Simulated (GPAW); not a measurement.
# Dielectric function and optical constants of PbF2 (Fluorocronite)

Aim: the dielectric function of PbF2 (Fluorocronite), and the optical constants that follow from it. The cell comes from an older database entry, whose edges can differ from later determinations, mostly by under a per cent.

Main program and level: GPAW 26.7.0; DFT, PBE, plane-wave PAW (GPAW data sets), scalar-relativistic, RPA, optical limit.

The database entry behind the starting cell differs from later determinations by our own check (0.1 to 0.3 % short, probably kX units), so it need not match the best structure at ambient conditions.

## 1. The starting structure

It takes space group Fm-3m (No. 225, cubic). The conventional cell has a = 5.927 Å, b = 5.927 Å, c = 5.927 Å, α = 90.00°, β = 90.00°, γ = 90.00°. Nearest to Pb lie 8 F at 2.57 Å. F has 4 Pb at 2.57 Å nearest. Farther neighbours and most contacts between anions are not listed.

## 2. Ground state

The self-consistent density comes first; it also tells whether there is a gap, which decides the occupations and the need for a Drude term.

This step: DFT, PBE, plane-wave PAW (GPAW data sets), scalar-relativistic, ground state (GPAW 26.7.0).

gs.py

```python
from ase import Atoms
from ase.dft.bandgap import bandgap
from gpaw import GPAW, PW, FermiDirac

atoms = Atoms(['Pb', 'F', 'F'],
              cell=[[0.000000000000, 2.963660000000, 2.963660000000],
                    [2.963660000000, 0.000000000000, 2.963660000000],
                    [2.963660000000, 2.963660000000, 0.000000000000]],
              scaled_positions=[[0.000000000000, 0.000000000000, 0.000000000000],
                                [0.750000000000, 0.750000000000, 0.750000000000],
                                [0.250000000000, 0.250000000000, 0.250000000000]],
              pbc=[True, True, True])
atoms.calc = GPAW(mode=PW(500), xc='PBE', kpts={'size': (7, 7, 7), 'gamma': True},
                  occupations=FermiDirac(0.05), maxiter=150, txt='gs.txt')
print('energy (eV)', atoms.get_potential_energy())
print('Fermi level (eV)', atoms.calc.get_fermi_level())
print('valence electrons', atoms.calc.get_number_of_electrons())
print('gap (eV)', bandgap(atoms.calc, output=None)[0])
print('direct gap (eV)', bandgap(atoms.calc, direct=True, output=None)[0])
atoms.calc.write('gs.gpw')
```

Started as:

```
$ OMP_NUM_THREADS=1 python gs.py
```

Numbers of over 12 decimals in the logs are rounded to 6 here.

What it wrote:

```text
__  _  _
 | _ |_)|_||  |
 |__||  | ||/\| - 26.7.0

Versions:
  Python: 3.12.14
  ASE:    3.29.0
  Numpy:  2.5.5
  Scipy:  1.18.1
  Libxc:  7.0.0

Input parameters:
  mode=PW(ecut=500.0),
  kpts=MonkhorstPack(size=(7, 7, 7), gamma=True),
  maxiter=150,
  occupations=Occupations(name='fermi-dirac', width=0.05, fixmagmom=False),
  xc=XC(name='PBE')

Diagonalizing LCAO Hamiltonian
Converting LCAO to pw mode

                     F

            F

       Pb

Atoms  # Å, Bohr magnetons
|   | symbol |        x |        y |        z |    initial magnetic moments |
| 0 |     Pb | 0.000000 | 0.000000 | 0.000000 | ( 0.0000,  0.0000,  0.0000) |
| 1 |      F | 4.445490 | 4.445490 | 4.445490 | ( 0.0000,  0.0000,  0.0000) |
| 2 |      F | 1.481830 | 1.481830 | 1.481830 | ( 0.0000,  0.0000,  0.0000) |

Unit cell  # Å
| periodic |        x |        y |        z |  lengths |    angles |
|      yes | 0.000000 | 2.963660 | 2.963660 | 4.191248 | 60.000000 |
|      yes | 2.963660 | 0.000000 | 2.963660 | 4.191248 | 60.000000 |
|      yes | 2.963660 | 2.963660 | 0.000000 | 4.191248 | 60.000000 |

Number of symmetries: 48
Symmetry operations  # r_c * U_cc + t_c -> r_c
|    | kind |            matrix            |
|  0 |  σ   |  1, 0, 0,  1, 0,-1,  1,-1, 0 |
|  1 |  C2  |  1, 0, 0,  1,-1, 0,  1, 0,-1 |
|  2 |  E   |  1, 0, 0,  0, 1, 0,  0, 0, 1 |
|  3 |  σ   |  1, 0, 0,  0, 0, 1,  0, 1, 0 |
|  4 |  C4  |  1, 0,-1,  1, 0, 0,  1,-1, 0 |
|  5 |  S6  |  1, 0,-1,  1,-1, 0,  1, 0, 0 |
|  6 |  σ   |  1, 0,-1,  0, 1,-1,  0, 0,-1 |
|  7 |  C3  |  1, 0,-1,  0, 0,-1,  0, 1,-1 |
|  8 |  S6  |  1,-1, 0,  1, 0, 0,  1, 0,-1 |
|  9 |  C4  |  1,-1, 0,  1, 0,-1,  1, 0, 0 |
| 10 |  C3  |  1,-1, 0,  0,-1, 1,  0,-1, 0 |
| 11 |  σ   |  1,-1, 0,  0,-1, 0,  0,-1, 1 |
| 12 |  σ   |  0, 1, 0,  1, 0, 0,  0, 0, 1 |
| 13 |  C4  |  0, 1, 0,  0, 1,-1, -1, 1, 0 |
| 14 |  C3  |  0, 1, 0,  0, 0, 1,  1, 0, 0 |
| 15 |  S6  |  0, 1, 0, -1, 1, 0,  0, 1,-1 |
| 16 |  C2  |  0, 1,-1,  1, 0,-1,  0, 0,-1 |
| 17 |  σ   |  0, 1,-1,  0, 1, 0, -1, 1, 0 |
| 18 |  S4  |  0, 1,-1,  0, 0,-1,  1, 0,-1 |
| 19 |  C4  |  0, 1,-1, -1, 1, 0,  0, 1, 0 |
| 20 |  C3  |  0, 0, 1,  1, 0, 0,  0, 1, 0 |
| 21 |  σ   |  0, 0, 1,  0, 1, 0,  1, 0, 0 |
| 22 |  S6  |  0, 0, 1,  0,-1, 1, -1, 0, 1 |
| 23 |  C4  |  0, 0, 1, -1, 0, 1,  0,-1, 1 |
| 24 |  S4  |  0, 0,-1,  1, 0,-1,  0, 1,-1 |
| 25 |  C3  |  0, 0,-1,  0, 1,-1,  1, 0,-1 |
| 26 |  C2  |  0, 0,-1,  0,-1, 0, -1, 0, 0 |
| 27 |  S6  |  0, 0,-1, -1, 0, 0,  0,-1, 0 |
| 28 |  S4  |  0,-1, 1,  1,-1, 0,  0,-1, 0 |
| 29 |  C4  |  0,-1, 1,  0, 0, 1, -1, 0, 1 |
| 30 |  C2  |  0,-1, 1,  0,-1, 0,  1,-1, 0 |
| 31 |  σ   |  0,-1, 1, -1, 0, 1,  0, 0, 1 |
| 32 |  C3  |  0,-1, 0,  1,-1, 0,  0,-1, 1 |
| 33 |  S6  |  0,-1, 0,  0, 0,-1, -1, 0, 0 |
| 34 |  S4  |  0,-1, 0,  0,-1, 1,  1,-1, 0 |
| 35 |  C2  |  0,-1, 0, -1, 0, 0,  0, 0,-1 |
| 36 |  C2  | -1, 1, 0,  0, 1, 0,  0, 1,-1 |
| 37 |  S6  | -1, 1, 0,  0, 1,-1,  0, 1, 0 |
| 38 |  S4  | -1, 1, 0, -1, 0, 1, -1, 0, 0 |
| 39 |  C3  | -1, 1, 0, -1, 0, 0, -1, 0, 1 |
| 40 |  S6  | -1, 0, 1,  0, 0, 1,  0,-1, 1 |
| 41 |  C2  | -1, 0, 1,  0,-1, 1,  0, 0, 1 |
| 42 |  C3  | -1, 0, 1, -1, 1, 0, -1, 0, 0 |
| 43 |  S4  | -1, 0, 1, -1, 0, 0, -1, 1, 0 |
| 44 |  C2  | -1, 0, 0,  0, 0,-1,  0,-1, 0 |
| 45 |  i   | -1, 0, 0,  0,-1, 0,  0, 0,-1 |
| 46 |  σ   | -1, 0, 0, -1, 1, 0, -1, 0, 1 |
| 47 |  C2  | -1, 0, 0, -1, 0, 1, -1, 1, 0 |

BZ-sampling:
  Number of BZ points: 343
  Number of IBZ points: 20

  Monkhorst-Pack size: [7, 7, 7]
  Monkhorst-Pack shift: [0, 0, 0]

K-points  # in reciprocal-cell coordinates
|     |                                coordinates |     weight |
|   0 | (  0.00000000,   0.00000000,   0.00000000) | 0.00291545 |
|   1 | (  0.14285714,   0.14285714,   0.00000000) | 0.01749271 |
|   2 | (  0.14285714,   0.14285714,   0.14285714) | 0.02332362 |
|   3 | (  0.28571429,   0.14285714,   0.14285714) | 0.03498542 |
|   4 | (  0.28571429,   0.28571429,   0.00000000) | 0.01749271 |
|   5 | (  0.28571429,   0.28571429,   0.14285714) | 0.06997085 |
|   6 | (  0.28571429,   0.28571429,   0.28571429) | 0.02332362 |
|   7 | (  0.42857143,  -0.28571429,  -0.28571429) | 0.03498542 |
|   8 | (  0.42857143,   0.28571429,  -0.42857143) | 0.13994169 |
|   9 | (  0.42857143,   0.28571429,  -0.28571429) | 0.06997085 |
| ... |                                            |            |
|  19 | (  0.42857143,   0.42857143,   0.42857143) | 0.02332362 |

Plane wave coefficients: 1363
Cutoff: 500.0 eV

Spin-components: 1 (collinear spins)
Bands:           17
Projectors:      16
Spin-degeneracy: 2
Datatype:        complex128

Parallelization:
  kpt:    1
  domain: 1
  band:   1

Density:
  Valence electrons: 28.0
  Components: 1
  Grid points: [24 24 24]
  Charge: 0.0  # |e|

Potential:
  Grid points: [24 24 24]

species:
  Pb:
    name:    Lead
    id:
    Z:       82.0
    valence: 14
    core:    68
    charge:  0.0  # [|e|]
    compensation charges:
      type: gauss
      rc: 0.38  # [Å]
      lmax: 2
    cutoffs:
      filter: 2.36  # [Å]
      core: 2.43  # [Å]
    projectors
    | kind |    occ | energy [eV] | rcut [Å] |
    |   6s |  2.000 |     -11.969 |    1.259 |
    |   6p |  2.000 |      -3.506 |    1.275 |
    |   5d | 10.000 |     -21.211 |    1.217 |
    |    s |        |      15.243 |    1.259 |
    |    p |        |      23.705 |    1.275 |
    |    d |        |       6.001 |    1.217 |

    Using partial waves for Pb as LCAO basis

  F:
    name:    Fluorine
    id:
    Z:       9.0
    valence: 7
    core:    2
    charge:  0.0  # [|e|]
    compensation charges:
      type: gauss
      rc: 0.20  # [Å]
      lmax: 2
    cutoffs:
      filter: 1.14  # [Å]
      core: 0.74  # [Å]
    projectors
    | kind |    occ | energy [eV] | rcut [Å] |
    |   2s |  2.000 |     -29.898 |    0.635 |
    |   2p |  5.000 |     -11.110 |    0.635 |
    |    s |        |      -2.687 |    0.635 |
    |    p |        |      16.102 |    0.635 |
    |    d |        |       0.000 |    0.635 |

    Using partial waves for F as LCAO basis

Reference energy: -572702.624935  # eV

eigensolver:
  PPCG
  Converge bands: occupied
  niter=2

density mixing:
  MSR1-Mixer
  Pratt-step length: 0.05
  Maximum mixing coefficient: 0.75
  Old densities: 10
  SVD Regularization: 0.005
  Good broyden scale: 1.0
  Trust region scale: 1.0
  Backstep threshold: 4.0
  History deletion threshold: 6.0
  Fourier metric: weight=20.0, sigma=0.015

occupation numbers:
  Fermi-Dirac:
    width: 0.0500  # eV

poisson solver:
  ecut: 4000.0  # eV

xc functional:
  name: PBE with 2 nearest neighbor stencil

convergence criteria:
- Maximum [total energy] change in last 3 cyles: 0.0005 eV / valence electron
- Maximum integral of absolute [dens]ity change: 0.0001 electrons / valence electron
- Maximum integral of absolute [eigenst]ate change: 4e-08 eV^2 / valence electron
maximum number of iterations: 150

SCF iterations
|iter     |      energy | eigst |  dens |
|iter:   1||  -15.846810 | -0.07 |       |
|iter:   2||  -15.403550 | -1.40 | -1.08 |
|iter:   3||  -14.213344 | -0.30 | -1.13 |
|iter:   4||  -14.209093 | -2.66 | -1.57 |
|iter:   5||  -14.210814c| -3.49 | -1.82 |
|iter:   6||  -14.211066c| -4.62 | -2.81 |
|iter:   7||  -14.211122c| -5.89 | -3.17 |
|iter:   8||  -14.211122c| -7.01 | -4.44c|
|iter:   9||  -14.211122c| -8.26c| -5.01c|

Converged in 9 steps
SCF loop duration: 10.120 s (1.124 s/step)
Energy contributions relative to reference atoms: (reference = -572702.624935)

Energy contributions:
  Kinetic:          28.345541
  Coulomb:         -28.472404
  Zero:              0.362950
  External:          0.000000
  Xc:              -14.447209
  Entropy:          -0.000000
  Spinorbit:         0.000000
  ----------------------------
  Free energy:     -14.211122
  Extrapolated:    -14.211122

dipole moment: (-25.054379, -25.054379, -25.054379)  # |e|*Ang

Fermi level: 4.210
Eigenvalues  # (at kpt = [0.000, 0.000, 0.000])
| band index |      eig [eV] | occ [0-2] |
|          0 |       -18.605 |     2.000 |
|        ... |               |           |
|          6 |       -11.844 |     2.000 |
|          7 |        -2.048 |     2.000 |
|          8 |         0.036 |     2.000 |
|          9 |         0.036 |     2.000 |
|         10 |         0.036 |     2.000 |
|         11 |         0.529 |     2.000 |
|         12 |         0.529 |     2.000 |
|         13 |         0.529 |     2.000 |
|         14 |         9.267 |     0.000 |
|         15 |         9.267 |     0.000 |
|         16 |         9.267 |     0.000 |

Gap: 4.391 eV
Transition (v -> c):
  (s=0, k=9, n=13, [0.43, 0.29, -0.29]) -> (s=0, k=16, n=14, [0.43, 0.43, 0.00])
Direct/indirect transitions are different
Direct gap: 4.605 eV
Transition at: (s=0, k=16, n=13, [0.43, 0.43, 0.00])

--- standard output ---
energy (eV) -14.211122
Fermi level (eV) 4.210233
valence electrons 28.0
gap (eV) 4.391412
direct gap (eV) 4.605151
```

Run time: 12 s. Hardware: 1 thread of Arm Neoverse V1, shared host; peak memory 0.15 GiB.

Read-outs, printed or worked out from the files:

- energy: -14.21 eV
- Fermi energy: 4.210 eV
- gap on the k-mesh: 4.391 eV
- direct gap on the mesh: 4.605 eV
- electrons: 28

There is a gap, 4.39 eV on this mesh (points off the mesh can give less), so no carriers' term is needed.

## 3. Bands for the response

The response needs many more empty bands than the density does.

This step: DFT, PBE, plane-wave PAW (GPAW data sets), scalar-relativistic, bands at fixed density (GPAW 26.7.0).

nscf.py

```python
from ase.dft.bandgap import bandgap
from gpaw import GPAW, FermiDirac

calc = GPAW('gs.gpw').fixed_density(kpts={'size': (9, 9, 9), 'gamma': True}, nbands=47, convergence={'bands': 41},
                                    occupations=FermiDirac(0.001), txt='nscf.txt')
print('gap (eV)', bandgap(calc, output=None)[0])
print('direct gap (eV)', bandgap(calc, direct=True, output=None)[0])
print('top band over the Fermi level (eV)', min(calc.get_eigenvalues(kpt=k)[40] for k in range(len(calc.get_ibz_k_points()))) - calc.get_fermi_level())
calc.write('full.gpw', mode='all')
```

Started as:

```
$ OMP_NUM_THREADS=1 python nscf.py
```

What it wrote:

```text
Diagonalizing LCAO Hamiltonian
Converting LCAO to pw mode
convergence criteria:
- Maximum integral of absolute [eigenst]ate change: 4e-08 eV^2 / valence electron
maximum number of iterations: 150

SCF iterations
|iter     |      energy | eigst |  dens |
|iter:   1||             | +3.48 |       |
|iter:   2||             | +2.17 |       |
|iter:   3||             | +1.29 |       |
|iter:   4||             | +0.29 |       |
|iter:   5||             | -0.59 |       |
|iter:   6||             | -1.44 |       |
|iter:   7||             | -2.18 |       |
|iter:   8||             | -2.90 |       |
|iter:   9||             | -3.54 |       |
|iter:  10||             | -4.14 |       |
|iter:  11||             | -4.66 |       |
|iter:  12||             | -5.12 |       |
|iter:  13||             | -5.47 |       |
|iter:  14||             | -5.91 |       |
|iter:  15||             | -6.29 |       |
|iter:  16||             | -6.71 |       |
|iter:  17||             | -7.07 |       |
|iter:  18||             | -7.47c|       |
SCF steps: 18
  __  _  _
 | _ |_)|_||  |
 |__||  | ||/\| - 26.7.0

Versions:
  Python: 3.12.14
  ASE:    3.29.0
  Numpy:  2.5.5
  Scipy:  1.18.1
  Libxc:  7.0.0

Input parameters:
  mode=PW(ecut=500.0),
  convergence={'bands': 41},
  gpts=array([24, 24, 24]),
  kpts=MonkhorstPack(size=(9, 9, 9), gamma=True),
  maxiter=150,
  nbands=47,
  occupations=Occupations(name='fermi-dirac', width=0.001, fixmagmom=False),
  parallel={},
  xc=XC(name='PBE')

--- standard output ---
gap (eV) 4.381144
direct gap (eV) 4.558854
top band over the Fermi level (eV) 32.618457
```

Elapsed: 78 s, on 1 thread; peak memory 0.2 GiB.

Read-outs, printed or worked out from the files:

* gap on the k-mesh: 4.381 eV
* direct gap on the mesh: 4.559 eV

(Continued in part 2 of 2.)

[Machine, clock and banner lines and Python warnings are left out of the logs.]

[Logs are printed without paths, hosts, clocks, repeated set-up lines and the standing remarks that a program may print on its own settings, such as how far it seeks lower states.]

[Hosts, paths, dates, database ids (printed as entryN), source tags and the programs' standing remarks are cut or masked in the printed files.]
